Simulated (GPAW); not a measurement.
# BN (Qingsongite): dielectric function and energy loss

Wanted: optical spectrum and plasmon of BN (Qingsongite), with cost.

Calculated with GPAW 26.7.0; PBE and many-body steps on it, plane waves.

## 1. The system as given

It takes space group F-43m (No. 216, cubic). Conventional cell: a = 3.615 Å, b = 3.615 Å, c = 3.615 Å, α = 90.00°, β = 90.00°, γ = 90.00°. Nearest to B lie 4 N at 1.57 Å. N has 4 B at 1.57 Å nearest. Farther neighbours, and contacts between anions beyond the nearest, are not listed.

Structure file:

```cif
data_structure
_symmetry_space_group_name_H-M 'F-43m'
_symmetry_Int_Tables_number 216
_cell_length_a 3.6150
_cell_length_b 3.6150
_cell_length_c 3.6150
_cell_angle_alpha 90.000
_cell_angle_beta 90.000
_cell_angle_gamma 90.000
_cell_volume 47.24
loop_
_atom_site_label
_atom_site_type_symbol
_atom_site_symmetry_multiplicity
_atom_site_Wyckoff_symbol
_atom_site_fract_x
_atom_site_fract_y
_atom_site_fract_z
_atom_site_occupancy
B1 B 4 a 0.00000 0.00000 0.00000 1
N1 N 4 d 0.25000 0.25000 0.75000 1
```

The cell and positions come from the Crystallography Open Database and are kept as given unless a step says otherwise.

## 2. Empty states on the mesh, 14×14×14 mesh, 18 bands

This step: GPAW 26.7.0; DFT, PBE, plane waves, PAW.

The sums over transitions need many empty states on a uniform mesh; this step solves for them.

run.py reads:

```python
import json
import numpy as np
from gpaw.mpi import world
from gpaw import GPAW

calc = GPAW('gs.gpw').fixed_density(kpts={'size': (14, 14, 14), 'gamma': True},
    nbands=24,
    convergence={'bands': 18},
    txt='nscf.txt')
calc.write('full.gpw', mode='all')
res = {}
kpts = calc.get_ibz_k_points()
res['kpts'] = kpts
res['eigenvalues'] = [calc.get_eigenvalues(kpt=k) for k in range(len(kpts))]
res['n_electrons'] = calc.get_number_of_electrons()

if world.rank == 0:
    with open('result.json', 'w') as f:
        json.dump(res, f, default=lambda x: x.tolist())
```

Command:

```sh
> mpirun -n 8 gpaw python run.py
```

Standard output:

```text
Diagonalizing LCAO Hamiltonian
Converting LCAO to pw mode
convergence criteria:
- Maximum integral of absolute [eigenst]ate change: 4e-08 eV^2 / valence electron
maximum number of iterations: 100

SCF iterations
|iter     |     time |      energy | eigst |  dens |
|iter:   1|  |             | +3.30 |       |
|iter:   2|  |             | +1.55 |       |
|iter:   3|  |             | -0.82 |       |
|iter:   4|  |             | -2.54 |       |
|iter:   5|  |             | -4.49 |       |
|iter:   6|  |             | -6.05 |       |
|iter:   7|  |             | -7.41c|       |
SCF steps: 7
  __  _  _
 | _ |_)|_||  |
 |__||  | ||/\| - 26.7.0

Input parameters:
  mode=PW(ecut=600.0),
  convergence={'bands': 18},
  gpts=array([15, 15, 15]),
  kpts=MonkhorstPack(size=(14, 14, 14), gamma=True),
  maxiter=100,
  nbands=24,
  occupations=Occupations(name='fermi-dirac', width=0.001, fixmagmom=False),
  parallel={},
  xc=XC(name='PBE')
# Writing to full.gpw (mode='all')
  [... matrices ...]

timing:  # [seconds]
  Total: 0.498  # ━━━━━━━━━━━━━━━━━━━━━━━━━━━━━━━━━━━━━━━━━━━━━━━━━━━━━━━━━━━
```

Wall time 38 s (8 MPI ranks of Intel Xeon at 2.50GHz (Skylake/Cascade Lake), shared host); peak memory 1.2 GiB; 2.6 min of CPU time.

Numbers from this step:

| Quantity | Value |
| --- | --- |
| gap | 4.457 eV |
| k of the valence top | 0, 0, 0 |
| k of the conduction bottom | 0.5, 0.5, 0 |
| least direct gap | 8.828 eV |
| k points computed | 104 |
| lowest point of the top converged band, above the valence top | 44.61 eV |

On this mesh the gap is 4.457 eV.

## 3. RPA response

The response function is computed on a frequency grid, with local fields up to the given cutoff.

This step: linear response, RPA, on PBE, plane waves, PAW.

run.py reads:

```python
import json
import numpy as np
from gpaw.mpi import world
from gpaw.response.df import DielectricFunction

df = DielectricFunction('full.gpw',
    ecut=50,
    nbands=18,
    eta=0.2,
    frequencies={'type': 'nonlinear', 'domega0': 0.05, 'omega2': 10.0},
    intraband=False,
    txt='df.txt')
res = {'optical': {}, 'eels': []}
for d in 'x':
    y0, y = df.get_dielectric_function(direction=d, xc='RPA', filename=None)
    res['optical'][d] = [y0.real, y0.imag, y.real, y.imag]
res['w'] = df.get_frequencies()
for q_c in [[0.0714285714, 0, 0], [0.2142857143, 0, 0], [0.5, 0, 0], [0.7857142857, 0, 0], [1.2142857143, 0, 0]]:
    res['eels'].append(df.get_eels_spectrum(q_c=q_c, xc='RPA', filename=None))

if world.rank == 0:
    with open('result.json', 'w') as f:
        json.dump(res, f, default=lambda x: x.tolist())
```

Command:

```sh
> mpirun -n 8 gpaw python run.py
```

Standard output:

```text
Using integrator: PointIntegrator
NonLinearFrequencyDescriptor(from 0.000 to 77.361 eV, 369 points)
Nonperiodic BCs:  [False False False]
Using integrator: PointIntegrator
NonLinearFrequencyDescriptor(from 0.000 to 77.361 eV, 369 points)
Nonperiodic BCs:  [False False False]

Calculating chi0 body with:
    Ground state adapter containing:
    Number of spins: 1
    Number of kpoints: 2744
    Number of irreducible kpoints: 104
    Number of completely occupied states: 4
    Number of partially occupied states: 4
    Occupied states memory: 0.205994 M / cpu

    Linear response parametrization:
    q_c: [0.0, 0.0, 0.0]
    Number of frequency points: 369
    Planewave cutoff: 50.0
    Number of bands: 18
    Number of planewaves: 15
    Broadening (eta): 0.2
    comm.size: 8
    kncomm.size: 8
    blockcomm.size: 1

    Memory estimate of potentially large arrays:
        chi0_wGG: 1.266861 M / cpu
Integrating chi0 body.

Symmetries of q_c:
    Direct symmetries (Uq -> q): 24
    Indirect symmetries (TUq -> q): 24
In total 48 allowed symmetries.

  [... matrices ...]
104 groups of equivalent kpoints. 96.209913% reduction.

Integral kind: spectral function

Calculating chi0 optical extensions with:
    Ground state adapter containing:
    Number of spins: 1
    Number of kpoints: 2744
    Number of irreducible kpoints: 104
    Number of completely occupied states: 4
    Number of partially occupied states: 4
    Occupied states memory: 0.205994 M / cpu

    Linear response parametrization:
    Number of frequency points: 369
    Planewave cutoff: 50.0
    Number of bands: 18
    Number of planewaves: 15
    Broadening (eta): 0.2
Integrating chi0 head and wings.

Symmetries of q_c:
    Direct symmetries (Uq -> q): 24
    Indirect symmetries (TUq -> q): 24
In total 48 allowed symmetries.

  [... matrices ...]
104 groups of equivalent kpoints. 96.209913% reduction.

Integral kind: spectral function wings

Calculating chi0 body with:
    Ground state adapter containing:
    Number of spins: 1
    Number of kpoints: 2744
    Number of irreducible kpoints: 104
    Number of completely occupied states: 4
    Number of partially occupied states: 4
    Occupied states memory: 0.205994 M / cpu

    Linear response parametrization:
    q_c: [0.0714285714, 0.0, 0.0]
    Number of frequency points: 369
    Planewave cutoff: 50.0
    Number of bands: 18
    Number of planewaves: 15
    Broadening (eta): 0.2
    comm.size: 8
    kncomm.size: 8
    blockcomm.size: 1

    Memory estimate of potentially large arrays:
        chi0_wGG: 1.266861 M / cpu
Integrating chi0 body.

Symmetries of q_c:
    Direct symmetries (Uq -> q): 6
    Indirect symmetries (TUq -> q): 0
In total 6 allowed symmetries.

  [... matrices ...]
560 groups of equivalent kpoints. 79.591837% reduction.

Integral kind: spectral function

[... 4 further calls ...]
```

It took 44 s on 8 MPI ranks; peak memory 1.7 GiB.

Numbers from this step:

* ε at zero frequency: 4.509
* the same without local fields: 4.699

The static value is 4.51.

RPA, broadening 0.2 eV. The ε₂ by photon energy; read off at these points:

```csv
photon energy (eV),"xx, no local fields","xx, local fields"
0.0,0,0
2.0,0.0203,0.0189
4.0,0.0497,0.0459
6.0,0.112,0.103
8.0,0.378,0.343
10.0,7.15,6.39
12.0,14.3,13.2
14.0,5.07,4.88
14.8,6.91,6.55
16.0,3.20,3.31
18.0,2.35,2.45
20.0,1.00,1.03
22.0,1.04,1.04
24.0,0.816,0.850
26.0,0.588,0.630
28.0,0.584,0.600
30.0,0.561,0.563
32.0,0.449,0.442
34.0,0.433,0.449
36.0,0.295,0.310
38.0,0.153,0.152
```

The loss function, xx has structure finer than the step of the table below, so its rows give means over 1 eV. Peaks (eV: height): 28.6: 1.97, 32.2: 2.03, 36.2: 2.60.

Optical limit, local fields. Loss function, xx against energy loss; means over each step:

```csv
energy loss (eV),"loss function, xx"
1,4.4e-4
2,8.9e-4
3,0.00138
4,0.00191
5,0.00252
6,0.00328
7,0.00434
8,0.00644
9,0.0194
10,0.0455
11,0.0616
12,0.0718
13,0.107
14,0.175
15,0.146
16,0.184
17,0.241
18,0.262
19,0.325
20,0.567
21,0.613
22,0.792
23,0.749
24,0.923
25,1.06
26,1.41
27,1.73
28,1.73
29,1.80
30,1.71
31,1.73
32,1.93
33,1.62
34,1.70
35,1.98
36,2.47
37,1.99
38,1.22
39,0.789
```

The -Im 1/eps(q) has structure finer than the step of the table below, so its rows give means over 2 eV. Peaks (eV: height): q = 0.215 1/A 36.0: 2.70; q = 0.645 1/A 26.2: 1.37, 36.2: 2.44; q = 1.505 1/A 24.2: 0.773, 35.4: 1.49; q = 2.365 1/A 31.2: 0.618, 36.2: 0.661; q = 3.656 1/A 34.0: 0.368.

RPA, local fields; q along the first reciprocal vector. Table of -Im 1/eps(q) by energy loss; means over each step:

```csv
energy loss (eV),q = 0.215 1/A,q = 0.645 1/A,q = 1.505 1/A,q = 2.365 1/A,q = 3.656 1/A
2,8.8e-4,7.7e-4,5.2e-4,3.6e-4,2.9e-4
4,0.00188,0.00165,0.00113,7.7e-4,6.6e-4
6,0.00326,0.00291,0.00246,0.00137,0.00132
8,0.00821,0.00934,0.00774,0.00449,0.00715
10,0.0413,0.0290,0.0144,0.0137,0.0254
12,0.0736,0.0561,0.0402,0.0389,0.0598
14,0.138,0.0949,0.0591,0.0848,0.0994
16,0.189,0.162,0.111,0.125,0.113
18,0.278,0.225,0.181,0.157,0.114
20,0.491,0.416,0.219,0.161,0.118
22,0.739,0.673,0.392,0.177,0.129
24,0.898,0.875,0.678,0.247,0.142
26,1.37,1.22,0.593,0.320,0.157
28,1.68,1.14,0.611,0.384,0.207
30,1.69,1.33,0.809,0.554,0.263
32,1.80,1.74,0.941,0.542,0.335
34,1.72,1.91,1.34,0.492,0.356
36,2.32,2.33,1.37,0.616,0.309
38,1.26,1.29,1.16,0.500,0.248
```

## 4. ALDA response

This step: linear response, ALDA, on PBE, plane waves, PAW.

Edit run.py of step 3 so:

```diff
@@ -14,7 +14,7 @@
 for d in 'x':
-    y0, y = df.get_dielectric_function(direction=d, xc='RPA', filename=None)
+    y0, y = df.get_dielectric_function(direction=d, xc='ALDA', filename=None)
     res['optical'][d] = [y0.real, y0.imag, y.real, y.imag]
 res['w'] = df.get_frequencies()
-for q_c in [[0.0714285714, 0, 0], [0.2142857143, 0, 0], [0.5, 0, 0], [0.7857142857, 0, 0], [1.2142857143, 0, 0]]:
-    res['eels'].append(df.get_eels_spectrum(q_c=q_c, xc='RPA', filename=None))
+for q_c in [[0.5, 0, 0]]:
+    res['eels'].append(df.get_eels_spectrum(q_c=q_c, xc='ALDA', filename=None))
```

Command:

```sh
> mpirun -n 8 gpaw python run.py
```

Standard output:

```text
Using integrator: PointIntegrator
NonLinearFrequencyDescriptor(from 0.000 to 77.361 eV, 369 points)
Nonperiodic BCs:  [False False False]
Using integrator: PointIntegrator
NonLinearFrequencyDescriptor(from 0.000 to 77.361 eV, 369 points)
Nonperiodic BCs:  [False False False]

Calculating chi0 body with:
    Ground state adapter containing:
    Number of spins: 1
    Number of kpoints: 2744
    Number of irreducible kpoints: 104
    Number of completely occupied states: 4
    Number of partially occupied states: 4
    Occupied states memory: 0.205994 M / cpu

    Linear response parametrization:
    q_c: [0.0, 0.0, 0.0]
    Number of frequency points: 369
    Planewave cutoff: 50.0
    Number of bands: 18
    Number of planewaves: 15
    Broadening (eta): 0.2
    comm.size: 8
    kncomm.size: 8
    blockcomm.size: 1

    Memory estimate of potentially large arrays:
        chi0_wGG: 1.266861 M / cpu
Integrating chi0 body.

Symmetries of q_c:
    Direct symmetries (Uq -> q): 24
    Indirect symmetries (TUq -> q): 24
In total 48 allowed symmetries.

  [... matrices ...]
104 groups of equivalent kpoints. 96.209913% reduction.

Integral kind: spectral function

Calculating chi0 optical extensions with:
    Ground state adapter containing:
    Number of spins: 1
    Number of kpoints: 2744
    Number of irreducible kpoints: 104
    Number of completely occupied states: 4
    Number of partially occupied states: 4
    Occupied states memory: 0.205994 M / cpu

    Linear response parametrization:
    Number of frequency points: 369
    Planewave cutoff: 50.0
    Number of bands: 18
    Number of planewaves: 15
    Broadening (eta): 0.2
Integrating chi0 head and wings.

Symmetries of q_c:
    Direct symmetries (Uq -> q): 24
    Indirect symmetries (TUq -> q): 24
[...]
(0,0)   1.00000000  0.99723001  yes
      (1,-1)  0.00000000  0.00000000  yes
      (1,0)   0.00000000  0.00000000  yes
[...]
In total: 0.999953 of the surface norm square is covered on average
      In total: 0.999953 of the surface norm square could be covered on average

    RSHE of atom 1
      (l,m)   max weight  avg weight  included
[...]
In total: 0.999979 of the surface norm square is covered on average
      In total: 0.999979 of the surface norm square could be covered on average

  [... matrices ...]

Calculating chi0 body with:
    Ground state adapter containing:
    Number of spins: 1
    Number of kpoints: 2744
    Number of irreducible kpoints: 104
    Number of completely occupied states: 4
    Number of partially occupied states: 4
    Occupied states memory: 0.205994 M / cpu

    Linear response parametrization:
    q_c: [0.5, 0.0, 0.0]
    Number of frequency points: 369
    Planewave cutoff: 50.0
    Number of bands: 18
    Number of planewaves: 8
    Broadening (eta): 0.2
    comm.size: 8
    kncomm.size: 8
    blockcomm.size: 1

    Memory estimate of potentially large arrays:
        chi0_wGG: 0.3603515625 M / cpu
Integrating chi0 body.

Symmetries of q_c:
    Direct symmetries (Uq -> q): 6
    Indirect symmetries (TUq -> q): 6
In total 12 allowed symmetries.

  [... matrices ...]
288 groups of equivalent kpoints. 89.504373% reduction.

Integral kind: spectral function

Calculating ALDA kernel
Calculating f(G)
    Calculating PAW corrections

    RSHE of atom 0
      (l,m)   max weight  avg weight  included
[...]
[... further lines of this kind ...]
      In total: 0.999953 of the surface norm square is covered on average
      In total: 0.999953 of the surface norm square could be covered on average

    RSHE of atom 1
      (l,m)   max weight  avg weight  included
[...]
(4,-2)  0.00000000  0.00000000  yes
      (4,-1)  0.00000000  0.00000000  yes
      In total: 0.999979 of the surface norm square is covered on average
      In total: 0.999979 of the surface norm square could be covered on average
```

Run time: 27 s. Hardware: 8 MPI ranks; peak memory 1.7 GiB.

Numbers from this step:

| Item | Value |
| --- | --- |
| ε at zero frequency | 4.566 |
| the same without local fields | 4.699 |

The static value is 4.57.

(Part 1 of 2 ends here.)

[Long decimals in the printed logs are rounded to 6 places.]

[Logs are printed without paths, hosts, clocks, repeated set-up lines and the standing remarks that a program may print on its own settings, such as how far it seeks lower states.]

[Paths, hosts, dates, memory and timing lines, banners, echoed tables and standing remarks are left out of the program output; an Ansatz launch command may be rebuilt from the run's recorded settings. Measured values are a selection of at most five: reports struck by readers or far from the other reports are left out. None is set beside runs whose start may be inverted or whose files or cutoffs have a known fault.]

[Runs of the session that timed out or met a known fault of the program may be left out.]

[Hosts, paths, dates, database ids (printed as entryN), source tags and the programs' standing remarks are cut or masked in the printed files.]

[Where the starting crystal was built by hand or by swapping elements, it need not be the compound's stable phase.]
